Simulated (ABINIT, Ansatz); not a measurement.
# How the form of the self-energy moves the gap of H6PbCNCl3 (Pm)

How much does the gap of H6PbCNCl3 (Pm) depend on the approximation to the self-energy?

Main program and level: ABINIT 10.8.3; PBEsol and many-body steps on it, plane waves.

This is a report of a sequence of runs, with most program output left out.

### Step 1. Starting point

The structure is monoclinic, space group Pm (No. 6). The conventional cell has a = 5.753 Å, b = 5.765 Å, c = 5.855 Å, α = 90.00°, β = 90.03°, γ = 90.00°. H has 1 C at 1.09 Å nearest. H has 1 N at 1.04 Å nearest. Nearest to H lie 1 N at 1.04 Å. Nearest to Pb lie 6 Cl at 2.88 to 2.99 Å. Nearest to C lie 3 H at 1.09 Å and 1 N at 1.49 Å. Farther neighbours and most contacts between anions are not listed.

Coordinates:

```cif
data_structure
_symmetry_space_group_name_H-M 'Pm'
_symmetry_Int_Tables_number 6
_cell_length_a 5.7528
_cell_length_b 5.7647
_cell_length_c 5.8552
_cell_angle_alpha 90.000
_cell_angle_beta 90.025
_cell_angle_gamma 90.000
_cell_volume 194.18
loop_
_atom_site_label
_atom_site_type_symbol
_atom_site_symmetry_multiplicity
_atom_site_Wyckoff_symbol
_atom_site_fract_x
_atom_site_fract_y
_atom_site_fract_z
_atom_site_occupancy
H1 H 1 b 0.87948 0.50000 0.79042 1
H2 H 2 c 0.81325 0.34407 0.04739 1
H3 H 2 c 0.22966 0.35432 0.97854 1
H4 H 1 b 0.17096 0.50000 0.21641 1
Pb1 Pb 1 a 0.47399 0.00000 0.48387 1
C1 C 1 b 0.89427 0.50000 0.97685 1
N1 N 1 b 0.14493 0.50000 0.04073 1
Cl1 Cl 1 a 0.42789 0.00000 0.97556 1
Cl2 Cl 1 b 0.42919 0.50000 0.52004 1
Cl3 Cl 1 a 0.97183 0.00000 0.43966 1
```

The cell and positions are those that the Materials Project relaxed with its own functionals (PBE, PBE+U or r2SCAN), kept fixed. Spin-orbit coupling is left out unless a step names it.

### Step 2. Empty states on the mesh, 2×2×2 mesh, 668 bands

This step: ABINIT 10.8.3; DFT, PBEsol, plane waves, norm-conserving pseudopotentials.

The sums over transitions need many empty states on a uniform mesh; this step solves for them.

The input, run.abi:

```
acell 3*1.0 Angstrom
rprim 
  5.752832000000 0.000000000000 0.000000000000
  0.000000000000 5.764671000000 0.000000000000
  -0.002604000000 0.000000000000 5.855201000000
ntypat 5
znucl 1 82 6 7 17
natom 12
typat 1 1 1 1 1 1 2 3 4 5 5 5
xred 
  0.879476000000 0.500000000000 0.790423000000
  0.813252000000 0.344072000000 0.047387000000
  0.813252000000 0.655928000000 0.047387000000
  0.229661000000 0.354316000000 0.978538000000
  0.229661000000 0.645684000000 0.978538000000
  0.170957000000 0.500000000000 0.216412000000
  0.473988000000 0.000000000000 0.483874000000
  0.894268000000 0.500000000000 0.976848000000
  0.144932000000 0.500000000000 0.040731000000
  0.427891000000 0.000000000000 0.975558000000
  0.429192000000 0.500000000000 0.520036000000
  0.971826000000 0.000000000000 0.439660000000
pp_dirpath "pseudos"
pseudos "H.upf, Pb.upf, C.upf, N.upf, Cl.upf"
ecut 37
ngkpt 2 2 2
nshiftk 1
shiftk 0 0 0
kptopt 1
chksymbreak 0
iscf -2
irdden 1
istwfk *1
nband 668
nbdbuf 60
tolwfr 1e-09
nstep 60
prtvol 0
indata_prefix "in"
outdata_prefix "out"
tmpdata_prefix "tmp"
```

The run is started by

```console
> OMP_NUM_THREADS=1 mpirun -n 16 abinit run.abi > log
```

It took 28 min on 16 MPI ranks of Intel Xeon Platinum 8259CL at 2.50GHz (Skylake/Cascade Lake), shared host; peak memory 2.9 GiB; 7.5 h of CPU time.

Numbers from this step:

- gap: 2.463 eV
- k of the valence top: 0.5, 0.5, 0.5
- k of the conduction bottom: 0.5, 0.5, 0.5
- least direct gap: 2.463 eV
- k points computed: 8
- lowest point of the top converged band, above the valence top: 114.1093 eV

On this mesh the gap is 2.463 eV.

The density comes from a self-consistent run that is not shown.

### Step 3. Screening, 2×2×2 mesh, 265 bands, screening to 141.5 eV

The RPA dielectric matrix is built and inverted for each q.

This step: RPA screening on PBEsol, plane waves, norm-conserving pseudopotentials.

Changes to run.abi since step 2:

```diff
@@ -30,10 +30,11 @@
 chksymbreak 0
-iscf -2
-irdden 1
 istwfk *1
-nband 668
-nbdbuf 60
-tolwfr 1e-09
-nstep 60
-prtvol 0
+occopt 1
+irdwfk 1
+optdriver 3
+nband 265
+ecuteps 5.2
+inclvkb 2
+awtr 1
+symchi 1
 indata_prefix "in"
```

The job ended after 4 min (16 MPI ranks; peak memory 13 GiB; 63 min of CPU time).

This step gave:

| Property | Result |
| --- | --- |
| ε∞ with local fields, on this mesh, along the program's q direction | 4.876 |
| the same without local fields | 5.595 |
| plasma frequency | 20.29 eV |
| plane waves in the screening matrix | 739 |

Local fields lower ε∞ by 13 %. On a Γ-centred mesh this coarse the value itself is usually too large, while a short band sum pulls it down.

### Step 4. G0W0, Godby-Needs plasmon pole

The self-energy is evaluated for the states that the input lists, and the levels follow from it, in one-shot runs by the linearised quasiparticle equation.

This step: G0W0 on PBEsol, plane waves, norm-conserving pseudopotentials.

Changes to run.abi since step 3:

```diff
@@ -33,8 +33,17 @@
 irdwfk 1
-optdriver 3
+optdriver 4
 nband 265
+gwcalctyp 0
+ecutsigx 37
+symsigma 1
+nkptgw 2
+kptgw 
+  0.5000000000 0.5000000000 0.5000000000
+  0.0000000000 0.0000000000 0.0000000000
+bdgw 
+  28 31
+  28 31
 ecuteps 5.2
-inclvkb 2
-awtr 1
-symchi 1
+irdscr 1
+ppmodel 1
 indata_prefix "in"
```

The job ended after 42 s (16 MPI ranks; peak memory 9.6 GiB).

This step gave:

| Item | Value |
| --- | --- |
| G0W0 gap on the points computed | 4.105 eV |
| starting gap on the mesh | 2.463 eV |
| k of the valence top | 0.5, 0.5, 0.5 |
| k of the conduction bottom | 0.5, 0.5, 0.5 |
| Z at the valence top | 0.79 |
| Z at the conduction bottom | 0.821 |
| least direct G0W0 gap on the computed points | 4.105 eV |

The gap on the mesh goes from 2.46 eV to 4.10 eV, a correction of +1.64 eV.

### Step 5. G0W0, Hybertsen-Louie plasmon pole

Changes to run.abi since step 4:

```diff
@@ -47,3 +47,3 @@
 irdscr 1
-ppmodel 1
+ppmodel 2
 indata_prefix "in"
```

Elapsed: 43 s, on 16 MPI ranks; peak memory 8.6 GiB.

Numbers from this step:

| Property | Result |
| --- | --- |
| G0W0 gap on the points computed | 4.278 eV |
| starting gap on the mesh | 2.463 eV |
| k of the valence top | 0.5, 0.5, 0.5 |
| k of the conduction bottom | 0.5, 0.5, 0.5 |
| Z at the valence top | 0.844 |
| Z at the conduction bottom | 0.865 |
| least direct G0W0 gap on the computed points | 4.278 eV |

Against G0W0 in ABINIT (2×2×2 mesh, 265 bands, screening to 141.5 eV, Godby-Needs plasmon pole), the gap moves by +0.173 eV.

### Step 6. G0W0, Engel-Farid plasmon pole

Changes to run.abi since step 5:

```diff
@@ -47,3 +47,3 @@
 irdscr 1
-ppmodel 2
+ppmodel 4
 indata_prefix "in"
```

The job ended after 66 s (16 MPI ranks; peak memory 7.5 GiB; 17 min of CPU time).

Numbers from this step:

```yaml
g0w0_gap_on_the_points_computed: 4.206 eV
starting_gap_on_the_mesh: 2.463 eV
k_of_the_valence_top: 0.5, 0.5, 0.5
k_of_the_conduction_bottom: 0.5, 0.5, 0.5
least_direct_g0w0_gap_on_the_computed_points: 4.206 eV
```

Against G0W0 in ABINIT (2×2×2 mesh, 265 bands, screening to 141.5 eV, Godby-Needs plasmon pole), the gap moves by +0.101 eV.

### Step 7. One-shot COHSEX

This step: one-shot COHSEX on PBEsol, plane waves, norm-conserving pseudopotentials.

Changes to run.abi since step 6:

```diff
@@ -35,3 +35,3 @@
 nband 265
-gwcalctyp 0
+gwcalctyp 7
 ecutsigx 37
@@ -47,3 +47,2 @@
 irdscr 1
-ppmodel 4
 indata_prefix "in"
```

Elapsed: 8.8 s, on 16 MPI ranks; peak memory 2.1 GiB; 2.2 min of CPU time.

This step gave:

```
quasiparticle gap on the points computed              : 5.217 eV
starting gap on the mesh                              : 2.463 eV
k of the valence top                                  : 0.5, 0.5, 0.5
k of the conduction bottom                            : 0.5, 0.5, 0.5
least direct quasiparticle gap on the computed points : 5.217 eV
```

Against G0W0 in ABINIT (2×2×2 mesh, 265 bands, screening to 141.5 eV, Godby-Needs plasmon pole), the gap moves by +1.112 eV.

### Step 8. One-shot Hartree-Fock

This step: one-shot Hartree-Fock on PBEsol, plane waves, norm-conserving pseudopotentials.

Changes to run.abi since step 7:

```diff
@@ -34,4 +34,4 @@
 optdriver 4
-nband 265
-gwcalctyp 7
+nband 33
+gwcalctyp 5
 ecutsigx 37
@@ -45,4 +45,4 @@
   28 31
-ecuteps 5.2
-irdscr 1
+ixc_sigma 40
+fftgw 31
 indata_prefix "in"
```

Wall time 7 s (16 MPI ranks); peak memory 3.1 GiB; 1.7 min of CPU time.

This step gave:

```
quasiparticle gap on the points computed              : 9.217 eV
starting gap on the mesh                              : 2.463 eV
k of the valence top                                  : 0.5, 0.5, 0.5
k of the conduction bottom                            : 0.5, 0.5, 0.5
least direct quasiparticle gap on the computed points : 9.217 eV
```

Against G0W0 in ABINIT (2×2×2 mesh, 265 bands, screening to 141.5 eV, Godby-Needs plasmon pole), the gap moves by +5.112 eV.

### Step 9. The runs together

Times are wall times on 16 MPI ranks of Intel Xeon Platinum 8259CL at 2.50GHz (Skylake/Cascade Lake), shared host, good to a factor of about two. A run's time includes the screening step that it read.

```csv
run,mesh,bands,screening cutoff (eV),DFT gap (eV),gap on the mesh (eV),direct (eV),ε∞ used,time
"G0W0, Godby-Needs plasmon pole",2×2×2,265,141.5,2.463,4.105,4.105,4.88,4.7 min
"G0W0, Hybertsen-Louie plasmon pole",2×2×2,265,141.5,2.463,4.278,4.278,4.88,4.7 min
"G0W0, Engel-Farid plasmon pole",2×2×2,265,141.5,2.463,4.206,4.206,4.88,5.1 min
one-shot COHSEX,2×2×2,265,141.5,2.463,5.217,5.217,4.88,4.1 min
one-shot Hartree-Fock,2×2×2,-,-,2.463,9.217,9.217,-,7 s
```

### Step 10. Outcome

```
G0W0, Godby-Needs plasmon pole     : 4.105 eV
G0W0, Hybertsen-Louie plasmon pole : 4.278 eV
G0W0, Engel-Farid plasmon pole     : 4.206 eV
one-shot COHSEX                    : 5.217 eV
one-shot Hartree-Fock              : 9.217 eV
known limits                       : not at the basis limit; no spin-orbit coupling; coarse k mesh
```

**Reading.** G0W0, Hybertsen-Louie plasmon pole: +0.173 eV against G0W0, Godby-Needs plasmon pole. G0W0, Engel-Farid plasmon pole: +0.101 eV against G0W0, Godby-Needs plasmon pole. One-shot COHSEX: +1.112 eV against G0W0, Godby-Needs plasmon pole. One-shot Hartree-Fock: +5.112 eV against G0W0, Godby-Needs plasmon pole. Bare exchange alone opens the gap to 9.22 eV; against G0W0, correlation takes back 5.11 eV. Static COHSEX lies above G0W0: it lacks the factor Z and overstates the Coulomb hole of the filled states. Bands and cutoff are finite, so the gap is not at the basis limit. The miss can reach some tenths of an eV and take either sign; the mesh is an error of its own. In the G0W0 runs levels were corrected at 2 k points alone, so a gap called «on the mesh» is the least over those, and an edge elsewhere would be missed. The 2×2×2 mesh is coarse for this cell, which bears on the long-range parts of exchange and screening. Where an edge is built on 6p states of lead, bismuth or thallium, scalar-relativistic gaps usually stand too wide, by a few tenths to over one eV. The many-body steps are scalar-relativistic: spin-orbit coupling is not in them.

[Paths, hosts, dates, memory and timing lines, banners, echoed tables and standing remarks are left out of the program output.]

[Logs are printed without paths, hosts, clocks, repeated set-up lines and the standing remarks that a program may print on its own settings, such as how far it seeks lower states.]

[Runs of the session that timed out or met a known fault of the program may be left out.]

[Hosts, paths, dates, database ids (printed as entryN), source tags and the programs' standing remarks are cut or masked in the printed files.]

[G0W0 gaps are taken among the corrected bands and points alone; a level outside them can change the order at an edge.]

[Where Ansatz stands beside ABINIT at settings called matched, ABINIT's density can come from a denser mesh and the files from another edition; pairs whose starting gaps differed by over 0.03 eV were left out, so agreement reads better than it is.]
